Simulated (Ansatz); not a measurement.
**K3V: relaxing a made-up structure**

Starting from a made-up structure for K3V, the aim is the relaxed cell, its shortest contacts and, where a second run follows, its electronic structure.

Program: Ansatz 0.2.0. Level of theory: DFT, PBEsol, plane-wave PAW, files of the set soft_1, scalar-relativistic, ferromagnetic start, cell and ions relaxed at zero pressure; PAW set soft_1, in the first sound run; inputs show where later runs differ. Results are calculated unless marked as measured.

## 1. The structure

The structure is cubic, space group Fm-3m (No. 225). The conventional cell has a = 8.180 Å, b = 8.180 Å, c = 8.180 Å, α = 90.00°, β = 90.00°, γ = 90.00°. Nearest to V lie 8 K at 3.54 Å. Nearest to K lie 8 K at 3.54 Å. Nearest to K lie 4 V at 3.54 Å and 4 K at 3.54 Å. Farther neighbours are not listed.

Coordinates:

```cif
data_structure
_symmetry_space_group_name_H-M 'Fm-3m'
_symmetry_Int_Tables_number 225
_cell_length_a 8.1800
_cell_length_b 8.1800
_cell_length_c 8.1800
_cell_angle_alpha 90.000
_cell_angle_beta 90.000
_cell_angle_gamma 90.000
_cell_volume 547.34
loop_
_atom_site_label
_atom_site_type_symbol
_atom_site_symmetry_multiplicity
_atom_site_Wyckoff_symbol
_atom_site_fract_x
_atom_site_fract_y
_atom_site_fract_z
_atom_site_occupancy
V1 V 4 a 0.00000 0.00000 0.00000 1
K1 K 4 b 0.50000 0.00000 0.00000 1
K2 K 8 c 0.25000 0.75000 0.75000 1
```

## 2. Relaxation of the guess

The guess takes its coordinates from another compound and its volume from a rule, so the cell and any free coordinates are relaxed together.

Input file input.yaml:

```yaml
crystal:
  lattice:
    - [0.0, 4.09, 4.09]
    - [4.09, 0.0, 4.09]
    - [4.09, 4.09, 0.0]
  atoms:
    - { symbol: V, position: [0.0, 0.0, 0.0], spin: 2.0 }
    - { symbol: K, position: [0.5, 0.5, 0.5] }
    - { symbol: K, position: [0.25, 0.25, 0.25] }
    - { symbol: K, position: [0.75, 0.75, 0.75] }
magnetization:
  spin_polarized: true
kpoints:
  mp_grid: { grid: [6, 6, 6] }
scf:
  occupations: { method: fermi_dirac, width: 0.05 }
hamiltonian:
  xc: pbesol
  pseudopotentials: { kind: paw, azcp: { folder: soft_1 }, xc_functional: pbe }
relax:
  f_tol: 0.015
  max_steps: 70
  cell: {}
output:
  forces: true
  stress: true
```

Command:

```sh
> ansatz run input.yaml --threads 4 --pin off --max-ram 8192MiB --backend cpu --events-out ev --progress --plain --runs-dir out
```

Numbers of over 12 decimals in the logs are rounded to 6 here.

Log:

```text
Engine: ansatz 0.2.0, aarch64-unknown-linux-gnu
Pseudopotentials: kind: paw
Pseudopotential: V, paw, valence charge 13, recommended cutoff 420 eV (normal), soft_1/V.paw.azcp
Pseudopotential: K, paw, valence charge 9, recommended cutoff 420 eV (normal), soft_1/K.paw.azcp
Functional definition: PBEsol
  exchange = pbesol_x
  correlation = pbesol_c
Crystal: 4 atoms, lattice volume = 136.836 Å³
Basis set: ecut = 420 eV, 2685 PW (Γ), exchange–correlation on 80×80×80 points (8 copies of the dense FFT grid, shifted against one another)
Bands: 26, of which v1, the nominal top of the filled ones, is band 20 counted from 1 (19 counted from 0)
Symmetry: 48 space group operations
Space group: Fm-3m (ITA 225), of the structure as read, at distance tolerance 5.2e-5 Å
Magnetic group: BNS 225.116 (UNI 1618), of the structure as read, at distance tolerance 5.2e-5 Å
k-points: 16 of 216
Non-local potential: V, projectors of the file, l = 0: 3, l = 1: 2, l = 2: 3, l = 3: 1
Non-local potential: K, projectors of the file, l = 0: 3, l = 1: 2, l = 2: 2
PAW form: soft (Blöchl's): semilocal exchange-correlation on the pseudo side does not see the compensation charge
PAW frozen core: V, regenerated for the run's functional, and the local potential with it (the file was generated under x = pbe(κ = 0.804, μ = 0.219515), c = pbe(β = 0.066725))
PAW frozen core: K, regenerated for the run's functional, and the local potential with it (the file was generated under x = pbe(κ = 0.804, μ = 0.219515), c = pbe(β = 0.066725))
PAW one-centre angular grid: V, 590 points (default); XC on 64 Gauss nodes
PAW one-centre angular grid: K, 110 points (default); XC on 64 Gauss nodes
Initial density: superposition of atomic densities (chi_scale 0.1, normalization cell, long waves kept (reshape's long-wave potential 0.00 eV rms))
Starting moments: Σ|m| = 2 μB on 1 of 4 sites
Initial wavefunctions: pseudopotential atomic-orbital guess
Functional: x = pbesol(κ = 0.804, μ = 0.123457), c = pbesol(β = 0.046)
iter 1 solved again at ethr=2.55e-3 eV; its pass at ethr=3.10e-3 eV (dr2=1.02e0 eV) is discarded
SCF iter   1: F=—  HF=-7428.101912 eV  |F-HF|=—  |Δ(HF+E_count)|=         —  Δρ=2.14e-2 (↑9.05e-3 ↓2.14e-2)  dr2=1.03e0  dr2_m=1.76e-1  M=3.090 μB ∫|m|=3.090 μB  β_m=0.30  ethr=2.55e-3  ⟨swp⟩=1.0  Hψ=4586  notcnv=0
Mixer restart at iter 1: flushing history
preconditioner: auto → Kerker (q_TF=auto, 2.223 Å⁻¹)  [metal: Δε(μ)=0.008 eV  Ē_g=11.661 eV  σ=0.050 eV  W_gap=0.04  n_scr=26 (ndim 8)  ℏωp=16.2 eV  f_vac=0.000  D(μ)=11.31/eV (n_scr^D=136)]
spin=Collinear: Kerker preconditioning applied to the charge; magnetization (m = ρ↑ − ρ↓) channel mixes plain (no charge-response kernel on spin).
SCF iter   2: F=—  HF=-7427.860502 eV  |F-HF|=—  |Δ(HF+E_count)|=   2.41e-1  Δρ=1.63e-2 (↑1.59e-2 ↓1.63e-2)  dr2=5.41e-2  dr2_m=3.09e-1  M=3.388 μB ∫|m|=3.388 μB  β_m=0.47  ethr=2.55e-3  ⟨swp⟩=2.0  Hψ=1090  notcnv=0
SCF iter   3: F=—  HF=-7428.590213 eV  |F-HF|=—  |Δ(HF+E_count)|=         —  Δρ=3.70e-2 (↑3.70e-2 ↓1.65e-2)  dr2=9.82e-1  dr2_m=8.85e-1  M=4.435 μB ∫|m|=4.435 μB  β_m=0.47  ethr=1.35e-4  ⟨swp⟩=2.3  Hψ=1299  notcnv=0
Mixer restart at iter 3: flushing history
SCF iter   4: F=—  HF=-7428.995453 eV  |F-HF|=—  |Δ(HF+E_count)|=   4.05e-1  Δρ=1.34e-2 (↑1.34e-2 ↓8.65e-3)  dr2=1.70e-1  dr2_m=1.48e-1  M=4.617 μB ∫|m|=4.617 μB  β_m=0.59  ethr=1.35e-4  ⟨swp⟩=3.5  Hψ=1975  notcnv=0
SCF iter   5: F=—  HF=-7429.091164 eV  |F-HF|=—  |Δ(HF+E_count)|=   9.57e-2  Δρ=7.81e-3 (↑7.81e-3 ↓2.20e-3)  dr2=1.66e-1  dr2_m=2.72e-2  M=4.920 μB ∫|m|=4.920 μB  β_m=0.66  ethr=1.35e-4  ⟨swp⟩=2.5  Hψ=1455  notcnv=0  defer=12
SCF iter   6: F=—  HF=-7429.104673 eV  |F-HF|=—  |Δ(HF+E_count)|=   1.35e-2  Δρ=3.77e-3 (↑3.77e-3 ↓1.62e-3)  dr2=1.48e-2  dr2_m=7.38e-3  M=5.140 μB ∫|m|=5.140 μB  β_m=0.83  ethr=1.35e-4  ⟨swp⟩=2.9  Hψ=1546  notcnv=0  defer=16
SCF iter   7: F=—  HF=-7429.116319 eV  |F-HF|=—  |Δ(HF+E_count)|=   1.16e-2  Δρ=1.14e-3 (↑1.14e-3 ↓4.14e-4)  dr2=2.58e-3  dr2_m=4.70e-4  M=5.236 μB ∫|m|=5.236 μB  β_m=0.92  ethr=3.70e-5  ⟨swp⟩=2.1  Hψ=1744  notcnv=0  defer=16
SCF iter   8: F=—  HF=-7429.117463 eV  |F-HF|=—  |Δ(HF+E_count)|=   1.14e-3  Δρ=3.47e-4 (↑3.47e-4 ↓1.30e-4)  dr2=5.12e-4  dr2_m=3.68e-5  M=5.296 μB ∫|m|=5.296 μB  β_m=0.96  ethr=6.44e-6  ⟨swp⟩=2.2  Hψ=1601  notcnv=0  defer=16
SCF iter   9: F=—  HF=-7429.117447 eV  |F-HF|=—  |Δ(HF+E_count)|=   1.58e-5  Δρ=1.36e-4 (↑1.36e-4 ↓5.10e-5)  dr2=4.62e-5  dr2_m=7.28e-6  M=5.312 μB ∫|m|=5.312 μB  β_m=0.98  ethr=1.28e-6  ⟨swp⟩=2.0  Hψ=966  notcnv=0  defer=16
SCF iter  10: F=—  HF=-7429.117467 eV  |F-HF|=—  |Δ(HF+E_count)|=   2.00e-5  Δρ=5.04e-5 (↑5.04e-5 ↓1.88e-5)  dr2=6.71e-6  dr2_m=1.05e-6  M=5.306 μB ∫|m|=5.306 μB  β_m=0.99  ethr=1.15e-7  ⟨swp⟩=2.0  Hψ=966  notcnv=0  defer=16
SCF iter  11: F=—  HF=-7429.117470 eV  |F-HF|=—  |Δ(HF+E_count)|=   2.69e-6  Δρ=9.59e-6 (↑9.59e-6 ↓3.07e-6)  dr2=2.92e-7  dr2_m=2.78e-8  M=5.302 μB ∫|m|=5.302 μB  β_m=0.99  ethr=1.68e-8  ⟨swp⟩=2.0  Hψ=974  notcnv=0  defer=16
SCF iter  12: F=—  HF=-7429.117470 eV  |F-HF|=—  |Δ(HF+E_count)|=   2.06e-8  Δρ=1.66e-6 (↑1.66e-6 ↓1.03e-6)  dr2=1.21e-8  dr2_m=9.67e-10  M=5.302 μB ∫|m|=5.302 μB  β_m=1.00  ethr=7.30e-10  ⟨swp⟩=2.0  Hψ=949  notcnv=0  defer=16
SCF iter  13: F=-7429.117470 eV  HF=-7429.117470 eV  |F-HF|=1.86e-10  |Δ(HF+E_count)|=   2.00e-9  Δρ=5.29e-7 (↑5.29e-7 ↓4.15e-7)  dr2=7.69e-10  dr2_m=1.32e-10  M=5.302 μB ∫|m|=5.302 μB  ethr=3.02e-11  ⟨swp⟩=1.6  Hψ=2227  notcnv=0
SCF 1 converged in 13 iterations: F = -7429.117470 eV  dr2 = 7.69e-10
  greatest PAW one-centre occupation: 0.999 electrons in one spin orbital (limit 2), on the V atom at site 0 (counted from 0), in its partial waves of l = 0
relax step   1: F+E_penalty+E_count = -7429.11746989 eV  Δ(F+E_penalty+E_count) = +0.000e0 eV  max|allowed force component| = 4.626e-18 eV/Å  Δτ_max = 0.0000 Å  P = +3.751 GPa  Ω = 136.836 Å³  (13 SCF iters, dr2 threshold 1.00e-7 eV, accepted)
Crystal: 4 atoms, lattice volume = 151.250 Å³
Basis set: ecut = 420 eV, 2891 PW (Γ), exchange–correlation on 80×80×80 points (8 copies of the dense FFT grid, shifted against one another)
Initial density: handed on by an earlier stage of this run
Starting moments: Σ|m| = 2 μB on 1 of 4 sites; this step starts from the density that it was given
Initial wavefunctions: those handed on with the density
iter 1 solved again at ethr=7.17e-5 eV; its pass at ethr=3.10e-3 eV (dr2=2.87e-2 eV) is discarded
[...]
SCF iter   6: F=—  HF=-7429.538341 eV  |F-HF|=—  |Δ(HF+E_count)|=   5.65e-5  Δρ=1.36e-4 (↑1.36e-4 ↓2.19e-5)  dr2=5.27e-5  dr2_m=7.64e-6  M=5.016 μB ∫|m|=5.016 μB  β_m=0.95  ethr=5.17e-7  ⟨swp⟩=2.2  Hψ=1236  notcnv=0
SCF iter   7: F=—  HF=-7429.538352 eV  |F-HF|=—  |Δ(HF+E_count)|=   1.06e-5  Δρ=8.03e-5 (↑8.03e-5 ↓1.14e-5)  dr2=2.02e-5  dr2_m=2.32e-6  M=5.016 μB ∫|m|=5.016 μB  β_m=0.97  ethr=1.32e-7  ⟨swp⟩=2.0  Hψ=922  notcnv=0
SCF iter   8: F=—  HF=-7429.538353 eV  |F-HF|=—  |Δ(HF+E_count)|=   8.42e-7  Δρ=6.16e-6 (↑6.16e-6 ↓3.68e-6)  dr2=2.48e-7  dr2_m=2.01e-8  M=5.017 μB ∫|m|=5.017 μB  β_m=0.99  ethr=5.04e-8  ⟨swp⟩=2.0  Hψ=962  notcnv=0
SCF iter   9: F=-7429.538353 eV  HF=-7429.538353 eV  |F-HF|=9.68e-8  |Δ(HF+E_count)|=   9.03e-8  Δρ=6.04e-6 (↑6.04e-6 ↓1.16e-6)  dr2=1.24e-7  dr2_m=1.58e-8  M=5.017 μB ∫|m|=5.017 μB  ethr=6.20e-10  ⟨swp⟩=2.0  Hψ=2510  notcnv=0
SCF 3 converged in 9 iterations: F = -7429.538353 eV  dr2 = 1.24e-7
relax step   3: F+E_penalty+E_count = -7429.53835261 eV  Δ(F+E_penalty+E_count) = -1.640e-1 eV  max|allowed force component| = 1.619e-17 eV/Å  Δτ_max = 0.0000 Å  P = +0.391 GPa  Ω = 173.901 Å³  energy of the carried Pulay correction = -9.554e-4 eV  (9 SCF iters, dr2 threshold 4.00e-7 eV, accepted)
[...]
relax step   4: F+E_penalty+E_count = -7429.54657985 eV  Δ(F+E_penalty+E_count) = -8.227e-3 eV  max|allowed force component| = 1.475e-17 eV/Å  Δτ_max = 0.0000 Å  P = +0.045 GPa  Ω = 180.146 Å³  energy of the carried Pulay correction = -1.095e-3 eV  (7 SCF iters, dr2 threshold 3.82e-7 eV, accepted)
[...]
relax step   5: F+E_penalty+E_count = -7429.55842752 eV  Δ(F+E_penalty+E_count) = -1.185e-2 eV  max|allowed force component| = 1.156e-17 eV/Å  Δτ_max = 0.0000 Å  P = +0.185 GPa  Ω = 180.146 Å³  stress off target by 1.85e-1 GPa  SCF on the basis re-selected at this cell (its energy is not comparable with the rows above)  (10 SCF iters)
[...]
relax step   6: F+E_penalty+E_count = -7429.56074773 eV  Δ(F+E_penalty+E_count) = -2.320e-3 eV  max|allowed force component| = 1.128e-17 eV/Å  Δτ_max = 0.0000 Å  P = +0.038 GPa  Ω = 183.628 Å³  energy of the carried Pulay correction = -7.738e-5 eV  (8 SCF iters, dr2 threshold 8.52e-8 eV, accepted)
iter 1 solved again at ethr=2.90e-8 eV; its pass at ethr=3.10e-3 eV (dr2=1.16e-5 eV) is discarded
SCF iter   1: F=—  HF=-7429.560955 eV  |F-HF|=—  |Δ(HF+E_count)|=         —  Δρ=1.63e-4 (↑1.63e-4 ↓8.41e-5)  dr2=2.36e-6  dr2_m=2.63e-6  M=4.982 μB ∫|m|=4.982 μB  β_m=0.65  ethr=2.90e-8  ⟨swp⟩=4.0  Hψ=6122  notcnv=0
preconditioner: auto → Kerker (q_TF=auto, 1.483 Å⁻¹)  [metal: Δε(μ)=0.019 eV  Ē_g=2.342 eV  σ=0.050 eV  W_gap=0.09  n_scr=14 (ndim 8)  ℏωp=7.8 eV  f_vac=0.000  D(μ)=7.36/eV (n_scr^D=58)]
spin=Collinear: Kerker preconditioning applied to the charge; magnetization (m = ρ↑ − ρ↓) channel mixes plain (no charge-response kernel on spin).
SCF iter   2: F=—  HF=-7429.560847 eV  |F-HF|=—  |Δ(HF+E_count)|=   1.08e-4  Δρ=5.74e-5 (↑5.74e-5 ↓2.99e-5)  dr2=2.98e-7  dr2_m=3.22e-7  M=4.982 μB ∫|m|=4.982 μB  β_m=0.65  ethr=5.91e-9  ⟨swp⟩=2.0  Hψ=1268  notcnv=0
SCF iter   3: F=—  HF=-7429.560807 eV  |F-HF|=—  |Δ(HF+E_count)|=   3.94e-5  Δρ=1.48e-6 (↑1.48e-6 ↓8.47e-7)  dr2=2.17e-9  dr2_m=7.45e-10  M=4.982 μB ∫|m|=4.982 μB  β_m=0.71  ethr=7.44e-10  ⟨swp⟩=2.5  Hψ=1354  notcnv=0
SCF iter   4: F=—  HF=-7429.560822 eV  |F-HF|=—  |Δ(HF+E_count)|=   1.45e-5  Δρ=5.16e-7 (↑5.16e-7 ↓1.61e-7)  dr2=6.20e-10  dr2_m=1.51e-10  M=4.982 μB ∫|m|=4.982 μB  β_m=0.85  ethr=5.42e-12  ⟨swp⟩=2.2  Hψ=1370  notcnv=0
SCF iter   5: F=—  HF=-7429.560822 eV  |F-HF|=—  |Δ(HF+E_count)|=   1.85e-9  Δρ=1.56e-7 (↑1.56e-7 ↓5.87e-8)  dr2=4.13e-11  dr2_m=8.05e-12  M=4.982 μB ∫|m|=4.982 μB  β_m=0.85  ethr=1.55e-12  ⟨swp⟩=2.0  Hψ=1493  notcnv=0
SCF iter   6: F=—  HF=-7429.560822 eV  |F-HF|=—  |Δ(HF+E_count)|=  9.09e-12  Δρ=1.08e-7 (↑1.08e-7 ↓3.41e-8)  dr2=5.43e-11  dr2_m=4.22e-12  M=4.982 μB ∫|m|=4.982 μB  β_m=0.85  ethr=1.00e-12  ⟨swp⟩=1.5  Hψ=899  notcnv=0
SCF iter   7: F=—  HF=-7429.560822 eV  |F-HF|=—  |Δ(HF+E_count)|=  9.46e-11  Δρ=3.91e-8 (↑3.91e-8 ↓2.67e-8)  dr2=4.67e-12  dr2_m=1.34e-12  M=4.982 μB ∫|m|=4.982 μB  β_m=0.92  ethr=1.00e-12  ⟨swp⟩=2.0  Hψ=958  notcnv=0
SCF iter   8: F=—  HF=-7429.560822 eV  |F-HF|=—  |Δ(HF+E_count)|=  1.27e-11  Δρ=1.67e-8 (↑1.67e-8 ↓9.98e-9)  dr2=7.64e-13  dr2_m=2.51e-13  M=4.982 μB ∫|m|=4.982 μB  β_m=0.96  ethr=1.00e-12  ⟨swp⟩=1.0  Hψ=832  notcnv=0
SCF iter   9: F=-7429.560822 eV  HF=-7429.560822 eV  |F-HF|=7.28e-12  |Δ(HF+E_count)|=  2.73e-12  Δρ=4.43e-8 (↑4.43e-8 ↓5.43e-9)  dr2=6.58e-12  dr2_m=8.68e-13  M=4.982 μB ∫|m|=4.982 μB  ethr=1.00e-12  ⟨swp⟩=2.0  Hψ=1923  notcnv=0
SCF 7 converged in 9 iterations: F = -7429.560822 eV  dr2 = 6.58e-12
relax step   7: F+E_penalty+E_count = -7429.56082189 eV  Δ(F+E_penalty+E_count) = -7.415e-5 eV  max|allowed force component| = 1.243e-17 eV/Å  Δτ_max = 0.0000 Å  P = +0.038 GPa  Ω = 183.628 Å³  stress off target by 3.80e-2 GPa  SCF on the basis re-selected at this cell (its energy is not comparable with the rows above)  (9 SCF iters)
basis re-selected at this cell: Δ(F+E_penalty+E_count) = -7.415e-5 eV, ΔP = -0.000 GPa vs the last step (what re-selecting the basis moved, of the pressure what is left beyond the Pulay correction that the steps carried, after the strain that the cell walked since its last selection, with what the two solves' SCF thresholds leave and, on support functions, any second-order correction that the steps lacked; it is no m [...]
SCF converged after 9 iterations
Magnetization: 4.9815 μB (22.4908 up, 17.5092 down)
Absolute magnetization: 4.9815 μB (∫|ρ↑−ρ↓|, with the PAW one-centre terms)
Spin contamination: 0.0291 ħ² per cell (⟨S²⟩ above its minimum at these occupations)
Per-site moments (μB) at R_I (Å): [(3.840212, 1.611600), (0.069544, 1.611600), (0.105226, 1.611600), (0.105226, 1.611600)]
Free energy (F): -7429.560822 eV
Harris-Foulkes:  -7429.560822 eV  (|F-HF|=7.28e-12)
Internal energy: -7429.498570 eV  (E = F + TS)
E sigma→0 (E₀):  -7429.529696 eV
Entropy (-TS):   -0.062252 eV (-15.563 meV/atom)
Fermi energy:    3.590512 eV
--- Per-component energies (eV) ---
  E_band       = -666.217738
  E_kinetic    = 1053.779343
  E_local      = -3804.432493  (includes V_loc(G=0)·N_el)
  E_nonlocal   = 133.835302
  E_hartree    = 1443.664028
  E_xc         = -507.847764
  E_vxc        = -627.644061  (∫ρ·V_xc dr)
  E_paw        = -3390.452853  (= ΣΔE_a)
  E_vpaw       = -309.084794  (= ΣTr[D̂ρ^β])
  E_aug_tail   = 0.001039  (compensation charges beyond the density's cutoff)
  E_ewald      = -2358.518509
  E_core_change = 0.473335  (= ΣΔE_core)
  E_smearing   = -0.062252  (= −TS)
  E_closure    = 0.000000  (closes the sum)
  Σ components = -7429.560822   (vs F -7429.560822, Δ=0.00e0)
--- Forces (eV/Å), atoms counted from 1 ---
  atom   1  V     -0.00000000     0.00000000    -0.00000000
  atom   2  K      0.00000000    -0.00000000    -0.00000000
  atom   3  K      0.00000000     0.00000000    -0.00000000
  atom   4  K     -0.00000000    -0.00000000     0.00000000
  max |Σ_I F_I| component: 1.16e-18 eV/Å
--- Stress (GPa, compression-positive) ---
        0.037953       0.000000       0.000000
        0.000000       0.037953       0.000000
        0.000000       0.000000       0.037953
  P = ⅓ Tr σ = 0.0380 GPa (0.380 kbar)
--- Relaxed structure (5 steps of the walk, 5 accepted, 2 SCFs on fresh bases) ---
  F+E_penalty+E_count = -7429.56082189 eV   max|allowed force component| = 1.243e-17 eV/Å   (the final SCF, on the basis selected at the relaxed cell)
  cell:  # Å, volume = 183.6276 Å³
    - [0, 4.511310, 4.511310]
    - [4.511310, 0, 4.511310]
    - [4.511310, 4.511310, 0]
  atoms:
    - { symbol: V, position: [0, 0, 0] }
    - { symbol: K, position: [0.5, 0.5, 0.5] }
    - { symbol: K, position: [0.25, 0.25, 0.25] }
    - { symbol: K, position: [0.750000, 0.750000, 0.750000] }
```

The job ended after 15 s (4 threads of Arm Neoverse V1, shared host; peak memory 0.57 GiB).

The steps of the relaxation:

```csv
step,energy less that of the first step (eV),largest force component (eV/Å),pressure (GPa),volume (Å³)
1,0.0000,0.0000,3.75,136.84
2,-0.2568,0.0000,2.08,151.25
3,-0.4209,0.0000,0.39,173.90
4,-0.4291,0.0000,0.04,180.15
5*,-0.4410,0.0000,0.18,180.15
6,-0.4433,0.0000,0.04,183.63
7*,-0.4434,0.0000,0.04,183.63
```

Relaxation steps marked * repeat the geometry before them on a plane-wave basis chosen anew for their cell, so energy and pressure can jump there.

The run keeps the 48 symmetry operations that it works with, so distortions that break them were not tested.

```csv
"conventional cell, symmetrised",before,after,change
a (Å),8.180,9.023,+10.3 %
b (Å),8.180,9.023,+10.3 %
c (Å),8.180,9.023,+10.3 %
volume (Å³/atom),34.21,45.91,+34.2 %
```

This step gave:

| Item | Value |
| --- | --- |
| free energy | -7429.5608 eV |
| energy at zero smearing | -7429.5297 eV |
| smearing term TS | 0.06225 eV |
| Fermi energy | 3.591 eV |
| magnetization | 4.982 μB |
| absolute magnetization | 4.982 μB |
| site moments | 3.840, 0.06954, 0.1052, 0.1052 μB |
| electrons | 40 |
| symmetry operations | 48 |
| pressure | 0.03795 GPa |

Site moment by atom:

```csv
atom,site moment (μB)
V1,3.84
K2,0.07
K3,0.11
K4,0.11
```

The shortest distance of each pair, which need not be the same contact before and after:

```csv
pair,guess (Å),relaxed (Å)
K–K,3.542,3.907
K–V,3.542,3.907
```

The relaxation ends with a pressure of 0.04 GPa.

(Continued in part 2 of 2.)

[Logs are printed without paths, hosts, clocks, repeated set-up lines and the standing remarks that a program may print on its own settings, such as how far it seeks lower states.]

[Hosts, paths, dates, database ids (printed as entryN), source tags and the programs' standing remarks are cut or masked in the printed files.]
